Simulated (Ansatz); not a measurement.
# How Au(111) screens a field, part 2 of 2

Wanted: the response of a Au(111) slab to a perpendicular field.

Ansatz 0.2.0; plane-wave DFT, PBE, Ansatz PAW.

So far. Step 8 (Atoms held, field -0.2 V/Å): The dipole is -0.137 e·Å.

**9. Single point, field 0.4 V/Å**

input.yaml reads:

```yaml
crystal:
  lattice:
    - [2.8849956672, 0.0, 0.0]
    - [1.4424978336, 2.4984795376, 0.0]
    - [0.0, 0.0, 32.1335345898]
  atoms:
    - { symbol: Au, position: [0.0, 0.0, 0.2800812334] }
    - { symbol: Au, position: [0.3333333333, 0.3333333333, 0.3533874889] }
    - { symbol: Au, position: [0.6666666667, 0.6666666667, 0.4266937445] }
    - { symbol: Au, position: [0.0, 0.0, 0.5] }
    - { symbol: Au, position: [0.3333333333, 0.3333333333, 0.5733062555] }
    - { symbol: Au, position: [0.6666666667, 0.6666666667, 0.6466125111] }
    - { symbol: Au, position: [0.0, 0.0, 0.7199187666] }
kpoints:
  mp_grid: { grid: [24, 24, 1] }
hamiltonian:
  xc: pbe
scf:
  occupations: { method: fermi_dirac, width: 0.1 }
  convergence: { dr2_threshold: 1.0e-10 }
efield:
  axis: 3
  dipole_correction: true
  ramp_position: 0.97
  ramp_width: 0.06
  amplitude: 0.4
output:
  forces: true
  write_potential: true
  write_density: true
  volumetric_format: npy
  elf: true
```

On the command line:

```console
$ ansatz run input.yaml --threads 4 --pin off --max-ram 6144MiB --backend cpu --events-out ev --progress --plain --runs-dir out
```

Numbers of over 12 decimals in the logs are rounded to 6 here.

The program printed:

```text
[...]
Crystal: 7 atoms, lattice volume = 231.622 Å³
Basis set: ecut = 420 eV, 4535 PW (Γ), exchange–correlation on 40×40×432 points (8 copies of the dense FFT grid, shifted against one another)
Bands: 80, of which v1, the nominal top of the filled ones, is band 67 counted from 1 (66 counted from 0)
Symmetry: 6 space group operations
k-points: 61 of 576 (time reversal used)
[...]
k-point 0: bands = [... 63 lower, 5.6920, 5.6920, 6.0076, 6.0076, 6.1283, 6.1283, 7.4382, 7.9556, ... 9 higher]
  k-point 1: bands = [... 63 lower, 5.6933, 5.8380, 5.9334, 6.0093, 6.1312, 6.2303, 7.5930, 8.1492, ... 9 higher]
  k-point 2: bands = [... 63 lower, 5.6718, 5.6965, 5.9211, 6.0140, 6.1396, 6.6179, 7.9550, 8.6256, ... 9 higher]
  k-point 60: bands = [... 63 lower, 10.7343, 10.7365, 10.7378, 11.2063, 11.2104, 11.2685, 11.6332, 12.6343, ... 9 higher]
[key lines of the parts left out:]
SCF converged after 12 iterations
Free energy (F): -92044.627345 eV
Fermi energy:    8.118055 eV
Dipole field:    D = 0.213817 V/Å  (p = 0.273691 e·Å, saw-weighted, corrected)
```

Elapsed: 27 s, on 4 threads of Intel Xeon Platinum 8488C (Sapphire Rapids), shared host; peak memory 1.2 GiB.

Running mean over 2.356 Å of the planar mean, with the applied field; the ramp of the sawtooth is left out. Table of electron's electrostatic potential energy less the Fermi level by z:

| z (Å) | electron's electrostatic potential energy less the Fermi level (eV) |
| --- | --- |
| 3.5 | 3.57 |
| 4.0 | 3.77 |
| 4.5 | 3.96 |
| 5.0 | 4.16 |
| 5.5 | 4.34 |
| 6.0 | 4.49 |
| 6.5 | 4.48 |
| 7.0 | 3.83 |
| 7.5 | 0.974 |
| 8.0 | -3.46 |
| 8.5 | -7.04 |
| 9.0 | -8.24 |
| 9.5 | -8.51 |
| 10.0 | -8.62 |
| 10.5 | -8.68 |
| 11.0 | -8.74 |
| 11.5 | -8.77 |
| 12.0 | -8.77 |
| 12.5 | -8.77 |
| 13.0 | -8.78 |
| 13.5 | -8.79 |
| 14.0 | -8.79 |
| 14.5 | -8.79 |
| 15.0 | -8.80 |
| 15.5 | -8.80 |
| 16.0 | -8.80 |
| 16.5 | -8.80 |
| 17.0 | -8.80 |
| 17.5 | -8.79 |
| 18.0 | -8.79 |
| 18.5 | -8.79 |
| 19.0 | -8.78 |
| 19.5 | -8.78 |
| 20.0 | -8.77 |
| 20.5 | -8.77 |
| 21.0 | -8.75 |
| 21.5 | -8.69 |
| 22.0 | -8.63 |
| 22.5 | -8.54 |
| 23.0 | -8.33 |
| 23.5 | -7.54 |
| 24.0 | -4.50 |
| 24.5 | 0.0933 |
| 25.0 | 3.81 |
| 25.5 | 5.17 |
| 26.0 | 5.62 |
| 26.5 | 5.88 |
| 27.0 | 6.09 |
| 27.5 | 6.29 |
| 28.0 | 6.49 |
| 28.5 | 6.70 |

The dipole is 0.274 e·Å.

**10. The response**

This step: plane-wave DFT, PBE, Ansatz PAW; screening of a field by a metal slab (Ansatz 0.2.0).

The dipoles give the slope, and the difference of two potentials shows where the field is screened.

Numbers from this step:

```yaml
equivalent_conductor_thickness_p_eps_0ae: 17.17 Å
distance_between_the_outer_atoms: 14.13 Å
inner_field_over_outer_field: -4.73e-4
image_plane_upper_face: 1.505 Å
induced_electrons_on_the_upper_face_over_eps_0e: -1.002
image_plane_lower_face: 1.504 Å
induced_electrons_on_the_lower_face_over_eps_0e: 1.002
```

The dipole of the cell by applied field:

| applied field (V/Å) | dipole of the cell (e·Å) |
| --- | --- |
| -0.200 | -0.137 |
| -0.100 | -0.0684 |
| -0.050 | -0.0342 |
| 0.000 | 0 |
| 0.050 | 0.0342 |
| 0.100 | 0.0684 |
| 0.200 | 0.137 |
| 0.400 | 0.274 |

Local field over the applied field, running mean. From the potentials at -0.05 and 0.05 V/Å; running mean over 2.356 Å. Local field over applied field against z:

| z (Å) | local field over applied field |
| --- | --- |
| 4.5 | 0.997 |
| 5.0 | 0.991 |
| 5.5 | 0.976 |
| 6.0 | 0.938 |
| 6.5 | 0.855 |
| 7.0 | 0.701 |
| 7.5 | 0.500 |
| 8.0 | 0.305 |
| 8.5 | 0.139 |
| 9.0 | 0.0347 |
| 9.5 | 0.00381 |
| 10.0 | 0.00483 |
| 10.5 | 0.00708 |
| 11.0 | 0.00830 |
| 11.5 | 0.00349 |
| 12.0 | 5.0e-4 |
| 12.5 | 8.0e-4 |
| 13.0 | 0.00148 |
| 13.5 | 7.4e-4 |
| 14.0 | 5.1e-5 |
| 14.5 | -2.3e-4 |
| 15.0 | -2.8e-4 |
| 15.5 | -4.6e-4 |
| 16.0 | -6.6e-4 |
| 16.5 | -5.3e-4 |
| 17.0 | -3.1e-4 |
| 17.5 | -2.4e-4 |
| 18.0 | -8.3e-5 |
| 18.5 | 5.3e-4 |
| 19.0 | 0.00135 |
| 19.5 | 0.00104 |
| 20.0 | 5.4e-4 |
| 20.5 | 0.00208 |
| 21.0 | 0.00753 |
| 21.5 | 0.00765 |
| 22.0 | 0.00547 |
| 22.5 | 0.00338 |
| 23.0 | 0.0201 |
| 23.5 | 0.103 |
| 24.0 | 0.257 |
| 24.5 | 0.446 |
| 25.0 | 0.650 |
| 25.5 | 0.821 |
| 26.0 | 0.922 |
| 26.5 | 0.969 |
| 27.0 | 0.988 |
| 27.5 | 0.996 |

Electrons, planar mean, per unit field. Table of induced electron density by z:

z (Å), induced electron density (e/Å³ per V/Å) and a bar from the least value:
```
      4.5    0.00002 ###############
      5.0    0.00005 ###############
      5.5    0.00013 ###############
      6.0    0.00033 ################
      6.5    0.00081 ##################
      7.0    0.00185 ######################
      7.5    0.00348 ############################
      8.0    0.00398 ##############################
      8.5    0.00041 ################
      9.0    0.00007 ###############
      9.5   -0.00016 ##############
     10.0   -0.00036 #############
     10.5    0.00040 ################
     11.0   -0.00005 ###############
     11.5    0.00001 ###############
     12.0   -0.00003 ###############
     12.5    0.00002 ###############
     13.0    0.00004 ###############
     13.5    0.00000 ###############
     14.0   -0.00001 ###############
     14.5    0.00000 ###############
     15.0    0.00001 ###############
     15.5    0.00000 ###############
     16.0    0.00000 ###############
     16.5    0.00000 ###############
     17.0   -0.00001 ###############
     17.5    0.00000 ###############
     18.0    0.00000 ###############
     18.5    0.00001 ###############
     19.0   -0.00002 ###############
     19.5   -0.00002 ###############
     20.0   -0.00001 ###############
     20.5    0.00014 ###############
     21.0    0.00002 ###############
     21.5   -0.00042 #############
     22.0    0.00014 ###############
     22.5    0.00033 ################
     23.0    0.00006 ###############
     23.5    0.00011 ###############
     24.0   -0.00336 ##
     24.5   -0.00386 
     25.0   -0.00226 ######
     25.5   -0.00103 ###########
     26.0   -0.00042 #############
     26.5   -0.00016 ##############
     27.0   -0.00006 ###############
     27.5   -0.00002 ###############
```

By hand: between -0.05 and 0.05 V/Å the dipole changes by 0.06840 e·Å, a slope of 0.6840 e·Å²/V. A perfect conductor of thickness t has p = ε₀AEt, so t = 180.95 × 0.6840 / 7.208 = 17.17 Å (e/ε₀ = 180.95 V·Å, A in Å²). Less the 14.13 Å between the outer atoms, and halved, that puts each image plane 1.52 Å out.

The induced dipole is that of a conductor 17.17 Å thick.

**11. The same run with other settings**

This step: plane-wave DFT, PBE, Ansatz PAW (Ansatz 0.2.0).

A run with a changed input: it repeats the earlier run at 0.05 V/Å with efield.dipole_correction from true to false.

Changes to input.yaml since step 9:

```diff
@@ -22,6 +22,6 @@
   axis: 3
-  dipole_correction: true
+  dipole_correction: false
   ramp_position: 0.97
   ramp_width: 0.06
-  amplitude: 0.4
+  amplitude: 0.05
 output:
@@ -31,2 +31 @@
   volumetric_format: npy
-  elf: true
```

The program printed:

```text
[...]
Crystal: 7 atoms, lattice volume = 231.622 Å³
Basis set: ecut = 420 eV, 4535 PW (Γ), exchange–correlation on 40×40×432 points (8 copies of the dense FFT grid, shifted against one another)
Bands: 80, of which v1, the nominal top of the filled ones, is band 67 counted from 1 (66 counted from 0)
Symmetry: 6 space group operations
k-points: 61 of 576 (time reversal used)
[...]
SCF iter   1: F=—  HF=-92044.681620 eV  |F-HF|=—  |Δ(HF+E_count)|=         —  Δρ=5.57e-3  dr2=5.22e0  ethr=1.77e-3  p=0.000 e·Å  V_vac-E_F(+/−)=5.31/3.83 eV  ⟨swp⟩=7.6  Hψ=20068  notcnv=0  defer=142
[...]
SCF iter  11: F=-92044.574455 eV  HF=-92044.574455 eV  |F-HF|=8.59e-10  |Δ(HF+E_count)|=   2.90e-9  Δρ=8.10e-8  dr2=2.61e-11  ethr=1.00e-12  p=0.073 e·Å  V_vac-E_F(+/−)=5.77/4.44 eV  ⟨swp⟩=9.5  Hψ=27501  notcnv=0
SCF 1 converged in 11 iterations: F = -92044.574455 eV  dr2 = 2.61e-11
[...]
SCF converged after 11 iterations
Free energy (F): -92044.574455 eV
[...]
Internal energy: -92044.507178 eV  (E = F + TS)
E sigma→0 (E₀):  -92044.540816 eV
Entropy (-TS):   -0.067277 eV (-9.611 meV/atom)
Fermi energy:    8.123729 eV
Dipole field:    D = 0.057376 V/Å  (p = 0.073443 e·Å, saw-weighted)
Work function:   not extracted (applied field tilts the vacuum); planar V_es + V_field profile in the machine report
[...]
--- Forces (eV/Å), atoms counted from 1 ---
  atom   1  Au    -0.00000000     0.00000000    -0.49441827
  atom   2  Au     0.00000000     0.00000000     0.11815772
  atom   3  Au    -0.00000000    -0.00000000    -0.03217122
  atom   4  Au    -0.00000000     0.00000000    -0.00000468
  atom   5  Au     0.00000000     0.00000000     0.03327549
  atom   6  Au    -0.00000000    -0.00000000    -0.11441670
  atom   7  Au     0.00000000    -0.00000000     0.48957730
  max |Σ_I F_I| component: 3.70e-7 eV/Å
--- Band table (eV; the first three rows and the last of 61) ---
  k-point 0: bands = [... 63 lower, 5.6975, 5.6975, 6.0131, 6.0131, 6.1336, 6.1336, 7.4529, 7.9531, ... 9 higher]
  k-point 1: bands = [... 63 lower, 5.6989, 5.8439, 5.9388, 6.0148, 6.1366, 6.2361, 7.6056, 8.1486, ... 9 higher]
  k-point 2: bands = [... 63 lower, 5.6775, 5.7021, 5.9263, 6.0196, 6.1450, 6.6238, 7.9649, 8.6281, ... 9 higher]
  k-point 60: bands = [... 63 lower, 10.7400, 10.7426, 10.7429, 11.2134, 11.2145, 11.2744, 11.6383, 12.6401, ... 9 higher]
```

Wall time 26 s (4 threads); peak memory 1.3 GiB; 1.7 min of CPU time.

| quantity | this run | earlier run | difference |
| --- | --- | --- | --- |
| dipole along the normal (e·Å) | 0.07344 | 0.03420 | 0.039 |

With the dipole correction off, the periodic images add a field of their own to the typed one.

It moves by +0.0392 e·Å.

These numbers are not those of the isolated slab.

**12. The same run with other settings: crystal.symmetry = {"detect": false}**

Another changed input: it repeats the earlier run at 0.05 V/Å with crystal.symmetry to detect: false.

Changes to input.yaml since step 11:

```diff
@@ -13,2 +13,3 @@
     - { symbol: Au, position: [0.0, 0.0, 0.7199187666] }
+  symmetry: { detect: false }
 kpoints:
@@ -22,3 +23,3 @@
   axis: 3
-  dipole_correction: false
+  dipole_correction: true
   ramp_position: 0.97
```

The program printed:

```text
[...]
Crystal: 7 atoms, lattice volume = 231.622 Å³
Basis set: ecut = 420 eV, 4535 PW (Γ), exchange–correlation on 40×40×432 points (8 copies of the dense FFT grid, shifted against one another)
Bands: 80, of which v1, the nominal top of the filled ones, is band 67 counted from 1 (66 counted from 0)
Symmetry: 1 space group operations
k-points: 290 of 576 (time reversal used)
[...]
SCF iter   1: F=—  HF=-92046.303307 eV  |F-HF|=—  |Δ(HF+E_count)|=         —  Δρ=4.81e-2  dr2=7.00e0  ethr=3.10e-3  p=0.034 e·Å  D=2.65e-2 V/Å  ΔV_dip=-0.85 eV  dr2_dipole=2.93e-3  V_vac-E_F(+/−)=4.38/3.75 eV  ⟨swp⟩=7.3  Hψ=93795  notcnv=0  defer=504
[...]
SCF iter  11: F=-92044.573473 eV  HF=-92044.573473 eV  |F-HF|=8.73e-10  |Δ(HF+E_count)|=   1.32e-9  Δρ=2.54e-7  dr2=8.88e-11  ethr=1.00e-12  p=0.034 e·Å  D=2.67e-2 V/Å  ΔV_dip=-0.86 eV  dr2_dipole=3.71e-13  V_vac-E_F(+/−)=5.44/4.82 eV  ⟨swp⟩=18.1  Hψ=187172  notcnv=0
SCF 1 converged in 11 iterations: F = -92044.573473 eV  dr2 = 8.88e-11
[...]
SCF converged after 11 iterations
Free energy (F): -92044.573473 eV
[...]
Internal energy: -92044.506196 eV  (E = F + TS)
E sigma→0 (E₀):  -92044.539835 eV
Entropy (-TS):   -0.067278 eV (-9.611 meV/atom)
Fermi energy:    8.124069 eV
Dipole field:    D = 0.026717 V/Å  (p = 0.034199 e·Å, saw-weighted, corrected)
Work function:   not extracted (applied field tilts the vacuum); planar V_es + V_field profile in the machine report
[...]
--- Forces (eV/Å), atoms counted from 1 ---
  atom   1  Au    -0.00000000    -0.00000000    -0.49297067
  atom   2  Au     0.00000000     0.00000001     0.11718246
  atom   3  Au    -0.00000000    -0.00000000    -0.03246516
  atom   4  Au     0.00000000    -0.00000000    -0.00000279
  atom   5  Au     0.00000000     0.00000001     0.03298037
  atom   6  Au    -0.00000000    -0.00000000    -0.11544008
  atom   7  Au    -0.00000000    -0.00000000     0.49071591
  max |Σ_I F_I| component: 4.41e-8 eV/Å
--- Band table (eV; the first three rows and the last of 290) ---
  k-point 0: bands = [... 63 lower, 5.6979, 5.6979, 6.0134, 6.0134, 6.1339, 6.1339, 7.4538, 7.9530, ... 9 higher]
  k-point 1: bands = [... 63 lower, 5.6992, 5.8443, 5.9391, 6.0152, 6.1369, 6.2364, 7.6064, 8.1486, ... 9 higher]
  k-point 2: bands = [... 63 lower, 5.6779, 5.7024, 5.9267, 6.0199, 6.1453, 6.6242, 7.9655, 8.6282, ... 9 higher]
  k-point 289: bands = [... 63 lower, 7.6121, 8.3943, 8.9437, 9.1932, 9.1992, 9.4824, 9.4857, 11.3892, ... 9 higher]
```

Run time: 2.3 min. Hardware: 4 threads; peak memory 3.1 GiB; 9 min of CPU time.

Numbers from this step:

* energy at zero smearing: -92044.5398 eV
* dipole along the normal: 0.03420 e·Å

Force by atom:

| atom | x (eV/Å) | y (eV/Å) | z (eV/Å) | size |
| --- | --- | --- | --- | --- |
| Au1 | 0.000 | 0.000 | -0.493 | 0.493 |
| Au2 | 0.000 | 0.000 | 0.117 | 0.117 |
| Au3 | 0.000 | 0.000 | -0.032 | 0.032 |
| Au4 | 0.000 | 0.000 | 0.000 | 0.000 |
| Au5 | 0.000 | 0.000 | 0.033 | 0.033 |
| Au6 | 0.000 | 0.000 | -0.115 | 0.115 |
| Au7 | 0.000 | 0.000 | 0.491 | 0.491 |

| quantity | this run | earlier run | difference |
| --- | --- | --- | --- |
| dipole along the normal (e·Å) | 0.03420 | 0.03420 | -1.1e-8 |

The dipole moves by under 0.5 % or 5e-5 e·Å.

**13. What came out**

- work function: 5.14 eV
- image plane, upper face: 1.50 Å
- induced electrons on the upper face over ε₀E: -1.00
- equivalent conductor thickness p/(ε₀AE): 17.2 Å
- inner field over outer field: -4.7e-4

The induced charge has its centre 1.50 Å outside the outermost atoms; this is the plane from which a capacitor's gap or an image potential counts. The equivalent conductor thickness exceeds the distance between the outer atoms by 3.04 Å, about the sum of the two image-plane distances. In the middle of the slab the field is screened to under 0.5 % of its outer value. The atoms are held at bulk positions with the tabulated experimental lattice constant.

[Logs are printed without paths, hosts, clocks, repeated set-up lines and the standing remarks that a program may print on its own settings, such as how far it seeks lower states.]

[Hosts, paths, dates, database ids (printed as entryN), source tags and the programs' standing remarks are cut or masked in the printed files.]

[Maps of the electrostatic potential energy from Ansatz leave out the sawtooth potential of an applied field or a dipole correction, so their vacuum need not be flat; planar profiles and work functions include it.]
